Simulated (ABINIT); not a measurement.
# AlSbSe3 (Pm-3m): zone-centre phonons

Which modes does AlSbSe3 (Pm-3m) have at the zone centre?

Main program and level: ABINIT 10.8.3; DFT LDA, scalar-relativistic, plane waves, JTH PAW pseudopotentials.

The structure was built from a prototype and need not be the compound's stable phase.

## 1. Set-up

It takes space group Pm-3m (No. 221, cubic). The conventional cell has a = 4.889 Å, b = 4.889 Å, c = 4.889 Å, α = 90.00°, β = 90.00°, γ = 90.00°. Nearest to Sb lie 12 Se at 3.46 Å. Al has 6 Se at 2.44 Å nearest. Nearest to Se lie 2 Al at 2.44 Å. Farther neighbours and most contacts between anions are not listed.

## 2. A first look

A first run with smearing and empty bands tells whether the crystal has a gap, which decides between fixed occupations and smearing later on.

probe.abi reads:

```
# ground state
tolvrs 1.0d-08
prtden 1
prtwf 1

# basis, mesh and filling
ecut 24.0
ecutsm 3.0
pawecutdg 48.0
ngkpt 4 4 4
nshiftk 1
shiftk 0.0 0.0 0.0
istwfk *1
occopt 7
tsmear 0.005
nband 26
nstep 100
diemac 9.0
prtebands 0
prtgsr 0

# cell and atoms
acell 9.238493078 9.238493078 9.238493078
rprim 
    1.0 0.0 0.0
    0.0 1.0 0.0
    0.0 0.0 1.0
ntypat 3
znucl 51 13 34
natom 5
typat 1 2 3 3 3
xred 
    0.0 0.0 0.0
    0.5 0.5 0.5
    0.5 0.5 0.0
    0.5 0.0 0.5
    0.0 0.5 0.5
pp_dirpath "./pseudo"
pseudos "Sb.xml, Al.xml, Se.xml"
```

Started as:

```console
$ OMP_NUM_THREADS=1 mpirun -n 4 abinit probe.abi > probe.log
```

Numbers of over 12 decimals in the logs are rounded to 6 here.

probe.abo, the main output file:

```text
[banners, grids, parts of the stress and lines that vanish by symmetry left out]
- input  file    -> probe.abi
- output file    -> probe.abo
- root for input  files -> probei
[...]
Symmetries : space group Pm -3 m (#221); Bravais cP (primitive cubic)
[...]
mpw =        4468          nfft =       91125          nkpt =          10
[...]
== DATASET  1 ==================================================================
[...]
cutoff_energies: {ecut:  24.0, pawecutdg:  48.0, }
[...]
ETOT  1  -110.34196142508    -1.103E+02 2.358E+01 7.979E+00
 ETOT  2  -114.08071608947    -3.739E+00 7.452E-02 1.810E+01
 ETOT  3  -113.96695117074     1.138E-01 1.846E-02 2.891E+00
 ETOT  4  -113.95247489741     1.448E-02 9.159E-03 6.789E-01
 ETOT  5  -113.94921844302     3.256E-03 8.062E-03 8.109E-02
[...]
ETOT 12  -113.94869221639     4.922E-10 1.033E-04 2.388E-08
 ETOT 13  -113.94869221636     2.875E-11 1.299E-04 8.037E-09
 At SCF step   13       nres2   =  8.04E-09 < tolvrs=  1.00E-08 =>converged.
[...]
sigma(1 1)=  1.38973780E-04  sigma(3 2)=  0.00000000E+00
  sigma(2 2)=  1.38973780E-04  sigma(3 1)=  0.00000000E+00
  sigma(3 3)=  1.38973780E-04  sigma(2 1)=  0.00000000E+00
[...]
convergence: {deltae:  2.875E-11, res2:  8.037E-09, residm:  1.299E-04, diffor: null, }
etotal    :  -1.13948692E+02
[...]
sigma(1 1)=  1.38973780E-04  sigma(3 2)=  0.00000000E+00
  sigma(2 2)=  1.38973780E-04  sigma(3 1)=  0.00000000E+00
  sigma(3 3)=  1.38973780E-04  sigma(2 1)=  0.00000000E+00
[...]
- sigma(1 1)=  4.08874979E+00  sigma(3 2)=  0.00000000E+00
- sigma(2 2)=  4.08874979E+00  sigma(3 1)=  0.00000000E+00
- sigma(3 3)=  4.08874979E+00  sigma(2 1)=  0.00000000E+00
[...]
fcart     -0.0000000000E+00 -0.0000000000E+00 -0.0000000000E+00
           strten      1.3897378050E-04  1.3897378050E-04  1.3897378050E-04
================================================================================

[key lines of the parts left out:]
pressure_GPa:  -4.0887E+00
Total energy DC (eV): -3.80929446834520E+05
```

Wall time 17 s (4 MPI ranks of Arm Neoverse V2, shared host); 69 s of CPU time.

Numbers from this step:

| Quantity | Value |
| --- | --- |
| volume per atom | 23.37 Å³ |
| pressure | -4.089 GPa |
| gap on the k-mesh | 0 eV |

No gap opens on this mesh, so smearing is kept.

## 3. Rough relaxation

The typed start is rough, so a first relaxation with smearing and loose thresholds takes it towards rest cheaply.

prerelax.abi reads:

```
# relaxation
ionmov 2
optcell 2
dilatmx 1.15
chkdilatmx 0
ntime 40
tolmxf 3.0d-04
tolvrs 1.0d-10
prtwf 0
prtden 0
chksymtnons 0

# basis, mesh and filling
ecut 19.2
ecutsm 3.0
pawecutdg 38.4
ngkpt 4 4 4
nshiftk 1
shiftk 0.0 0.0 0.0
istwfk *1
occopt 7
tsmear 0.005
nband 26
nstep 100
diemac 1000000.0
prtebands 0
prtgsr 0

# cell and atoms
acell 9.238493078 9.238493078 9.238493078
rprim 
    1.0 0.0 0.0
    0.0 1.0 0.0
    0.0 0.0 1.0
ntypat 3
znucl 51 13 34
natom 5
typat 1 2 3 3 3
xred 
    0.0 0.0 0.0
    0.5 0.5 0.5
    0.5 0.5 0.0
    0.5 0.0 0.5
    0.0 0.5 0.5
pp_dirpath "./pseudo"
pseudos "Sb.xml, Al.xml, Se.xml"
```

Started as:

```console
$ OMP_NUM_THREADS=1 mpirun -n 4 abinit prerelax.abi > prerelax.log
```

prerelax.abo, the main output file:

```text
[banners, grids, parts of the stress and lines that vanish by symmetry left out]
- input  file    -> prerelax.abi
- output file    -> prerelax.abo
- root for input  files -> prerelaxi
[...]
Symmetries : space group Pm -3 m (#221); Bravais cP (primitive cubic)
[...]
mpw =        4842          nfft =       91125          nkpt =          10
[...]
== DATASET  1 ==================================================================
[...]
cutoff_energies: {ecut:  19.2, pawecutdg:  38.4, }
[...]
ETOT  1  -112.17887345600    -1.122E+02 3.103E+01 3.854E+00
 ETOT  2  -114.01011320493    -1.831E+00 3.209E-02 7.492E+00
 ETOT  3  -113.95398490286     5.613E-02 1.326E-02 9.141E-01
 ETOT  4  -113.94939315830     4.592E-03 5.736E-03 2.065E-01
 ETOT  5  -113.94826106514     1.132E-03 5.592E-04 5.029E-03
[...]
At SCF step   13       nres2   =  2.42E-11 < tolvrs=  1.00E-10 =>converged.
[...]
ETOT 10  -113.95180051454    -5.826E-13 2.908E-05 7.080E-12
 At SCF step   10       nres2   =  7.08E-12 < tolvrs=  1.00E-10 =>converged.
[...]
sigma(1 1)=  5.05000540E-07  sigma(3 2)=  0.00000000E+00
  sigma(2 2)=  5.05000540E-07  sigma(3 1)=  0.00000000E+00
  sigma(3 3)=  5.05000540E-07  sigma(2 1)=  0.00000000E+00
[...]
convergence: {deltae: -5.826E-13, res2:  7.080E-12, residm:  2.908E-05, diffor: null, }
etotal    :  -1.13951801E+02
[...]
At Broyd/MD step   4, gradients are converged :
[...]
sigma(1 1)=  5.05000540E-07  sigma(3 2)=  0.00000000E+00
  sigma(2 2)=  5.05000540E-07  sigma(3 1)=  0.00000000E+00
  sigma(3 3)=  5.05000540E-07  sigma(2 1)=  0.00000000E+00
[...]
- sigma(1 1)=  1.48576289E-02  sigma(3 2)=  0.00000000E+00
- sigma(2 2)=  1.48576289E-02  sigma(3 1)=  0.00000000E+00
- sigma(3 3)=  1.48576289E-02  sigma(2 1)=  0.00000000E+00
[...]
fcart     -0.0000000000E+00 -0.0000000000E+00 -0.0000000000E+00
           strten      5.0500054049E-07  5.0500054049E-07  5.0500054048E-07
================================================================================

[key lines of the parts left out:]
pressure_GPa:  -1.4858E-02
Total energy DC (eV): -3.80929531415623E+05
```

Elapsed: 59 s, on 4 MPI ranks.

Step by step:

```
step  energy less that of the first step (eV)  largest force (eV/Å)  volume (Å³)
   1                                   0.0000                0.0000       116.84
   2                                  -0.0338                0.0000       115.39
   3                                  -0.0958                0.0000       109.19
   4                                  -0.0963                0.0000       109.70
```

```
conventional cell, symmetrised  before  after  change
                         a (Å)   4.889  4.787  -2.1 %
                         b (Å)   4.889  4.787  -2.1 %
                         c (Å)   4.889  4.787  -2.1 %
              volume (Å³/atom)   23.37  21.94  -6.1 %
```

Final coordinates:

```xyz
5
Lattice="4.7871 0.0000 0.0000 0.0000 4.7871 0.0000 0.0000 0.0000 4.7871" Properties=species:S:1:pos:R:3 pbc="T T T"
Sb    0.0000    0.0000    0.0000
Al    2.3936    2.3936    2.3936
Se    2.3936    2.3936    0.0000
Se    2.3936    0.0000    2.3936
Se    0.0000    2.3936    2.3936
```

Read from the output:

```
volume per atom : 21.94 Å³
pressure        : -0.01486 GPa
```

The volume changes by -6.1 % in this run and stands -6.1 % from the first cell.

## 4. Relaxation

The harmonic expansion needs vanishing forces, and a free crystal bears no stress, so cell and atoms are brought to rest. Stress is more sensitive to the basis than forces are: the last 3 Ha under the cutoff are smoothed with ecutsm.

relax.abi reads:

```
# relaxation
ionmov 2
optcell 2
dilatmx 1.08
ntime 40
tolmxf 1.0d-05
tolvrs 1.0d-14
prtwf 0
prtden 0
chksymtnons 0

# basis, mesh and filling
ecut 24.0
ecutsm 3.0
pawecutdg 48.0
ngkpt 6 6 6
nshiftk 1
shiftk 0.0 0.0 0.0
istwfk *1
occopt 3
tsmear 0.01
nband 26
nstep 100
diemac 1000000.0
prtebands 0
prtgsr 0

# cell and atoms
acell 9.04633795 9.04633795 9.04633795
rprim 
    1.0 0.0 0.0
    0.0 1.0 0.0
    0.0 0.0 1.0
ntypat 3
znucl 51 13 34
natom 5
typat 1 2 3 3 3
xred 
    0.0 0.0 0.0
    0.5 0.5 0.5
    0.5 0.5 0.0
    0.5 0.0 0.5
    0.0 0.5 0.5
pp_dirpath "./pseudo"
pseudos "Sb.xml, Al.xml, Se.xml"
```

Started as:

```console
$ OMP_NUM_THREADS=1 mpirun -n 4 abinit relax.abi > relax.log
```

relax.abo, the main output file:

```text
[banners, grids, parts of the stress and lines that vanish by symmetry left out]
- input  file    -> relax.abi
- output file    -> relax.abo
- root for input  files -> relaxi
[...]
Symmetries : space group Pm -3 m (#221); Bravais cP (primitive cubic)
[...]
mpw =        5260          nfft =       91125          nkpt =          20
[...]
== DATASET  1 ==================================================================
[...]
cutoff_energies: {ecut:  24.0, pawecutdg:  48.0, }
[...]
ETOT  1  -110.20327470052    -1.102E+02 3.933E+01 1.075E+01
 ETOT  2  -114.07165697161    -3.868E+00 5.644E-02 1.932E+01
 ETOT  3  -113.97508076198     9.658E-02 2.862E-02 3.176E+00
 ETOT  4  -113.96326658548     1.181E-02 6.158E-03 6.104E-01
 ETOT  5  -113.96200948583     1.257E-03 1.082E-02 1.522E-01
[...]
At SCF step   18       nres2   =  3.58E-16 < tolvrs=  1.00E-14 =>converged.
[...]
sigma(1 1)= -1.88985653E-05  sigma(3 2)=  0.00000000E+00
  sigma(2 2)= -1.88985653E-05  sigma(3 1)=  0.00000000E+00
  sigma(3 3)= -1.88985653E-05  sigma(2 1)=  0.00000000E+00
[...]
convergence: {deltae:  4.178E-12, res2:  3.576E-16, residm:  3.214E-05, diffor: null, }
etotal    :  -1.13961209E+02
[...]
ETOT  1  -113.96131255292    -1.140E+02 4.193E-05 1.675E-02
[...]
At SCF step   13       nres2   =  4.30E-16 < tolvrs=  1.00E-14 =>converged.
[...]
sigma(1 1)= -1.46952718E-05  sigma(3 2)=  0.00000000E+00
  sigma(2 2)= -1.46952718E-05  sigma(3 1)=  0.00000000E+00
  sigma(3 3)= -1.46952718E-05  sigma(2 1)=  0.00000000E+00
[...]
convergence: {deltae: -6.821E-13, res2:  4.297E-16, residm:  3.881E-05, diffor: null, }
etotal    :  -1.13961231E+02
[...]
ETOT  1  -113.96228614227    -1.140E+02 8.421E-05 2.056E-01
[...]
At SCF step   13       nres2   =  4.27E-15 < tolvrs=  1.00E-14 =>converged.
[...]
sigma(1 1)= -1.65306486E-07  sigma(3 2)=  0.00000000E+00
  sigma(2 2)= -1.65306486E-07  sigma(3 1)=  0.00000000E+00
  sigma(3 3)= -1.65306486E-07  sigma(2 1)=  0.00000000E+00
[...]
convergence: {deltae:  2.345E-12, res2:  4.270E-15, residm:  4.662E-06, diffor: null, }
etotal    :  -1.13961263E+02
[...]
ETOT  1  -113.96126349148    -1.140E+02 3.786E-06 2.724E-05
[...]
ETOT 10  -113.96126335763     2.743E-12 1.325E-06 1.174E-14
 ETOT 11  -113.96126335764    -3.467E-12 1.911E-06 1.136E-16
 At SCF step   11       nres2   =  1.14E-16 < tolvrs=  1.00E-14 =>converged.
[...]
sigma(1 1)= -1.44499286E-09  sigma(3 2)=  0.00000000E+00
  sigma(2 2)= -1.44499286E-09  sigma(3 1)=  0.00000000E+00
  sigma(3 3)= -1.44499286E-09  sigma(2 1)=  0.00000000E+00
[...]
convergence: {deltae: -3.467E-12, res2:  1.136E-16, residm:  1.911E-06, diffor: null, }
etotal    :  -1.13961263E+02
[...]
At Broyd/MD step   4, gradients are converged :
[...]
sigma(1 1)= -1.44499286E-09  sigma(3 2)=  0.00000000E+00
  sigma(2 2)= -1.44499286E-09  sigma(3 1)=  0.00000000E+00
  sigma(3 3)= -1.44499286E-09  sigma(2 1)=  0.00000000E+00
[...]
- sigma(1 1)= -4.25131578E-05  sigma(3 2)=  0.00000000E+00
- sigma(2 2)= -4.25131577E-05  sigma(3 1)=  0.00000000E+00
- sigma(3 3)= -4.25131578E-05  sigma(2 1)=  0.00000000E+00
[...]
fcart     -0.0000000000E+00 -0.0000000000E+00 -0.0000000000E+00
           strten     -1.4449928623E-09 -1.4449928589E-09 -1.4449928649E-09
================================================================================

[key lines of the parts left out:]
pressure_GPa:   4.2513E-05
Total energy DC (eV): -3.80929788912701E+05
```

Run time: 2 min. Hardware: 4 MPI ranks.

Step by step:

```
step  energy less that of the first step (eV)  largest force (eV/Å)  volume (Å³)
   1                                   0.0000                0.0000       109.70
   2                                  -0.0006                0.0000       109.89
   3                                  -0.0015                0.0000       110.55
   4                                  -0.0015                0.0000       110.56
```

```
conventional cell, symmetrised  before  after  change
                         a (Å)   4.787  4.800  +0.3 %
                         b (Å)   4.787  4.800  +0.3 %
                         c (Å)   4.787  4.800  +0.3 %
              volume (Å³/atom)   21.94  22.11  +0.8 %
```

The relaxed structure:

```xyz
5
Lattice="4.7995 0.0000 0.0000 0.0000 4.7995 0.0000 0.0000 0.0000 4.7995" Properties=species:S:1:pos:R:3 pbc="T T T"
Sb    0.0000    0.0000    0.0000
Al    2.3998    2.3998    2.3998
Se    2.3998    2.3998    0.0000
Se    2.3998    0.0000    2.3998
Se    0.0000    2.3998    2.3998
```

Read from the output:

```
volume per atom : 22.11 Å³
pressure        : 4.25e-5 GPa
```

The volume changes by +0.8 % in this run and stands -5.4 % from the first cell.

## 5. Self-consistent run for the response

The response is built on these wavefunctions, so the potential is converged far more tightly than an energy would need. ecutsm is kept as in the relaxation, so that the cell stays at rest. Smearing stays on, as the first look found no gap above 0.3 eV.

gs.abi reads:

```
# ground state
tolvrs 1.0d-16
prtden 1
prtwf 1

# basis, mesh and filling
ecut 24.0
ecutsm 3.0
pawecutdg 48.0
ngkpt 6 6 6
nshiftk 1
shiftk 0.0 0.0 0.0
istwfk *1
occopt 3
tsmear 0.01
nband 26
nstep 100
diemac 1000000.0
prtebands 0
prtgsr 0

# cell and atoms
acell 9.06974294 9.06974294 9.06974294
rprim 
    1.0 0.0 0.0
    0.0 1.0 0.0
    0.0 0.0 1.0
ntypat 3
znucl 51 13 34
natom 5
typat 1 2 3 3 3
xred 
    0.0 0.0 0.0
    0.5 0.5 0.5
    0.5 0.5 0.0
    0.5 0.0 0.5
    0.0 0.5 0.5
pp_dirpath "./pseudo"
pseudos "Sb.xml, Al.xml, Se.xml"
```

Started as:

```console
$ OMP_NUM_THREADS=1 mpirun -n 4 abinit gs.abi > gs.log
```

gs.abo, the main output file:

```text
[banners, grids, parts of the stress and lines that vanish by symmetry left out]
- input  file    -> gs.abi
- output file    -> gs.abo
- root for input  files -> gsi
[...]
Symmetries : space group Pm -3 m (#221); Bravais cP (primitive cubic)
[...]
mpw =        4224          nfft =       91125          nkpt =          20
[...]
== DATASET  1 ==================================================================
[...]
cutoff_energies: {ecut:  24.0, pawecutdg:  48.0, }
[...]
ETOT  1  -111.24849770602    -1.112E+02 4.295E+01 5.771E+00
 ETOT  2  -114.02299460656    -2.774E+00 4.728E-02 9.610E+00
 ETOT  3  -113.96640599265     5.659E-02 2.004E-02 1.223E+00
 ETOT  4  -113.96234266214     4.063E-03 3.947E-03 2.726E-01
 ETOT  5  -113.96131254816     1.030E-03 1.785E-03 1.176E-02
[...]
ETOT 17  -113.96126369759    -4.206E-12 4.485E-05 4.052E-16
 ETOT 18  -113.96126369759    -1.009E-12 7.258E-05 1.986E-17
 At SCF step   18       nres2   =  1.99E-17 < tolvrs=  1.00E-16 =>converged.
[...]
sigma(1 1)= -6.14347576E-08  sigma(3 2)=  0.00000000E+00
  sigma(2 2)= -6.14347576E-08  sigma(3 1)=  0.00000000E+00
  sigma(3 3)= -6.14347576E-08  sigma(2 1)=  0.00000000E+00
[...]
convergence: {deltae: -1.009E-12, res2:  1.986E-17, residm:  7.258E-05, diffor: null, }
etotal    :  -1.13961264E+02
[...]
sigma(1 1)= -6.14347576E-08  sigma(3 2)=  0.00000000E+00
  sigma(2 2)= -6.14347576E-08  sigma(3 1)=  0.00000000E+00
  sigma(3 3)= -6.14347576E-08  sigma(2 1)=  0.00000000E+00
[...]
- sigma(1 1)= -1.80747297E-03  sigma(3 2)=  0.00000000E+00
- sigma(2 2)= -1.80747297E-03  sigma(3 1)=  0.00000000E+00
- sigma(3 3)= -1.80747297E-03  sigma(2 1)=  0.00000000E+00
[...]
fcart     -0.0000000000E+00 -0.0000000000E+00 -0.0000000000E+00
           strten     -6.1434757581E-08 -6.1434757577E-08 -6.1434757582E-08
================================================================================

[key lines of the parts left out:]
pressure_GPa:   1.8075E-03
Total energy DC (eV): -3.80929788921952E+05
```

Wall time 37 s (4 MPI ranks).

Read from the output:

| Item | Value |
| --- | --- |
| pressure | 0.001807 GPa |

The cell stands at 0.0018 GPa, close enough for phonons.

## 6. Linear response at Γ

At q = 0 one unit cell holds all displacements. The response is solved for single atoms along the cell's directions, and symmetry skips those that follow from others. The crystal is treated as a metal, which screens a static field, so no field response is asked.

dfpt_gamma.abi reads:

```

# common to the responses
getwfk_filepath "gso_WFK"
kptopt 2
nqpt 1
qpt 0.0 0.0 0.0
asr 0
chneut 0

# displacements
rfphon 1
rfatpol 1 5
rfdir 1 1 1
tolvrs 1.0d-10
prtwf 0

# basis, mesh and filling
ecut 24.0
ecutsm 3.0
pawecutdg 48.0
ngkpt 6 6 6
nshiftk 1
shiftk 0.0 0.0 0.0
istwfk *1
occopt 3
tsmear 0.01
nband 26
nstep 100
diemac 1000000.0
prtebands 0
prtgsr 0

# cell and atoms
acell 9.06974294 9.06974294 9.06974294
rprim 
    1.0 0.0 0.0
    0.0 1.0 0.0
    0.0 0.0 1.0
ntypat 3
znucl 51 13 34
natom 5
typat 1 2 3 3 3
xred 
    0.0 0.0 0.0
    0.5 0.5 0.5
    0.5 0.5 0.0
    0.5 0.0 0.5
    0.0 0.5 0.5
pp_dirpath "./pseudo"
pseudos "Sb.xml, Al.xml, Se.xml"
```

Started as:

```console
$ OMP_NUM_THREADS=1 mpirun -n 4 abinit dfpt_gamma.abi > dfpt_gamma.log
```

dfpt_gamma.abo, the main output file:

```text
[banners, grids, parts of the stress and lines that vanish by symmetry left out]
- input  file    -> dfpt_gamma.abi
- output file    -> dfpt_gamma.abo
- root for input  files -> dfpt_gammai
[...]
Symmetries : space group Pm -3 m (#221); Bravais cP (primitive cubic)
[...]
nfft =       91125          nkpt =         112
[...]
== DATASET  1 ==================================================================
[...]
cutoff_energies: {ecut:  24.0, pawecutdg:  48.0, }
[...]
Perturbation : displacement of atom   1   along direction   1
[...]
-ETOT  1   3092.2855807922      5.147E+03 8.297E+00 2.481E+07
 ETOT  2   280.44811927804     -2.812E+03 1.720E+00 2.278E+06
 ETOT  3  -1.455374     -2.819E+02 1.382E+00 5.396E+03
 ETOT  4  -2.303599     -8.482E-01 8.200E-01 2.675E+03
 ETOT  5  -2.539686     -2.361E-01 2.552E-02 1.346E+02
[...]
At SCF step   15       vres2   =  1.84E-12 < tolvrs=  1.00E-10 =>converged.
[...]
Perturbation : displacement of atom   2   along direction   1
[...]
-ETOT  1   50.277162113846      5.943E+00 2.754E+00 3.889E+05
[...]
At SCF step   13       vres2   =  2.45E-11 < tolvrs=  1.00E-10 =>converged.
[...]
Perturbation : displacement of atom   3   along direction   1
[...]
-ETOT  1   264.77412332207     -8.533E+00 2.305E+00 2.317E+06
[...]
At SCF step   13       vres2   =  4.30E-11 < tolvrs=  1.00E-10 =>converged.
[...]
Perturbation : displacement of atom   3   along direction   3
[...]
-ETOT  1   346.36083130918      4.647E+01 4.337E+00 2.835E+06
[...]
ETOT 13   12.061081071331     -2.871E-11 4.492E-06 1.443E-10
 ETOT 14   12.061081071359      2.871E-11 3.625E-05 7.956E-12
 At SCF step   14       vres2   =  7.96E-12 < tolvrs=  1.00E-10 =>converged.
[...]
Phonon wavevector (reduced coordinates) :  0.00000  0.00000  0.00000
 Phonon energies in Hartree :
[...]
Phonon frequencies in cm-1    :
- -1.143606E+02 -1.143606E+02 -1.143606E+02 -7.250751E+01 -7.250751E+01
- -7.250751E+01 -6.883465E+00 -6.883465E+00 -6.883465E+00  4.742557E+01
-  4.742557E+01  4.742557E+01  3.570801E+02  3.570801E+02  3.570801E+02
[...]
fcart      0.0000000000E+00  0.0000000000E+00  0.0000000000E+00
           strten      0.0000000000E+00  0.0000000000E+00  0.0000000000E+00
================================================================================
```

It took 5.9 min on 4 MPI ranks; 24 min of CPU time.

Read from the output:

| Property | Result |
| --- | --- |
| largest acoustic frequency at the zone centre before the sum rule | -6.88 cm⁻¹ |
| highest optical zone-centre mode (no LO-TO term) | 357.1 cm⁻¹ |
| lowest optical zone-centre mode | -114.4 cm⁻¹ |

The acoustic modes at Γ come out as far as 6.9 cm⁻¹ from zero, where they should vanish, a small numerical error. The lowest optical mode is imaginary, 114i cm⁻¹, an instability at this level and on this k mesh.

[end of part 1 of 3]

[Host names and launcher messages were left out of these logs when they were recorded.]

[Logs are printed without paths, hosts, clocks, repeated set-up lines and the standing remarks that a program may print on its own settings, such as how far it seeks lower states.]

[Hosts, paths, dates, database ids (printed as entryN), source tags and the programs' standing remarks are cut or masked in the printed files.]
